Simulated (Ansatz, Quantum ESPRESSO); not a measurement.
**TaN (rock salt): bulk modulus from a few volumes**

How stiff is rock salt TaN under hydrostatic load? Each row scales the relaxed cell evenly and relaxes the atoms. The symmetry of the cell is held, so distortions that would lower it, which this phase may prefer, aren't tested. The phase is followed to these pressures whether or not it stays the stable one.

Calculated with Ansatz 0.2.0, r2SCAN, PAW files of the set soft_1, cutoff 600 eV, Fermi–Dirac smearing 0.05 eV, k-mesh 17×17×17, no spin polarisation, no spin-orbit coupling.

Reference cell, relaxed at zero pressure with r2SCAN (Fm-3m): a = 3.1082 Å, b = 3.1082 Å, c = 3.1082 Å, α = 60.00°, β = 60.00°, γ = 60.00°.

```csv
atom,x,y,z
Ta,0.0000,0.0000,0.0000
N,0.5000,0.5000,0.5000
```

```
V (Å³/atom)    V/V0  P (GPa)  E − E0 (meV/atom)
    10.1922  0.9600   15.729               20.1
    10.4045  0.9800    7.437                4.8
    10.8292  1.0200   −6.687                4.5
    11.0416  1.0400  −12.684               17.4
    11.2539  1.0600  −18.064               37.9
```

V0 = 10.6169 Å³ an atom, where the residual pressure P0 is −0.006 GPa. **Question.** Fit the Birch–Murnaghan law and give the pressure and the energy at V = 9.9799 Å³ an atom, a row left out above.

With the Eulerian strain f = ½[(V0/V)^(2/3) − 1] and F = (P − P0)/[3f(1 + 2f)^(5/2)], the third-order law is the line F = B0 + (3/2) B0 (B′ − 4) f.

| f | F (GPa) |
| --- | --- |
| 0.01379 | 355.20 |
| 0.00678 | 353.72 |
| −0.00656 | 351.07 |
| −0.01290 | 349.60 |
| −0.01905 | 348.20 |

A straight line through the 5 rows: the means are −0.003588 for f and 351.56 for F, Σ(Δx)² = 0.0007441 and ΣΔxΔy = 0.1573, so the slope is 0.1573/0.0007441 = 211.41 and the intercept 351.56 − (211.41)(−0.003588) = 352.32.

Hence B0 = 352.3 GPa and B′ = 4 + (211.4)/(1.5 × 352.3) = 4.40. For the withheld volume f = 0.02106, F = 356.77 GPa and P = 24.98 GPa, an extrapolation past the fitted rows. The run itself gives 24.97 GPa, so the estimate misses by 0.01 GPa, a rounding's worth.

Integrating the same law gives E − E0 = (9/2) B0 V0 f²[1 + (B′ − 4) f] + P0(V0 − V), with 1 GPa Å³ = 6.2415 meV: 46.9 meV an atom. The run itself gives 46.9 meV, so the estimate misses by 0.0 meV, a rounding's worth.

The same fit over all rows at other levels or in other programs gives B0 = 358 GPa with PBEsol (Ansatz) and 378 GPa with LDA (Quantum ESPRESSO, GBRV).

[Logs are printed without paths, hosts, clocks, repeated set-up lines and the standing remarks that a program may print on its own settings, such as how far it seeks lower states.]
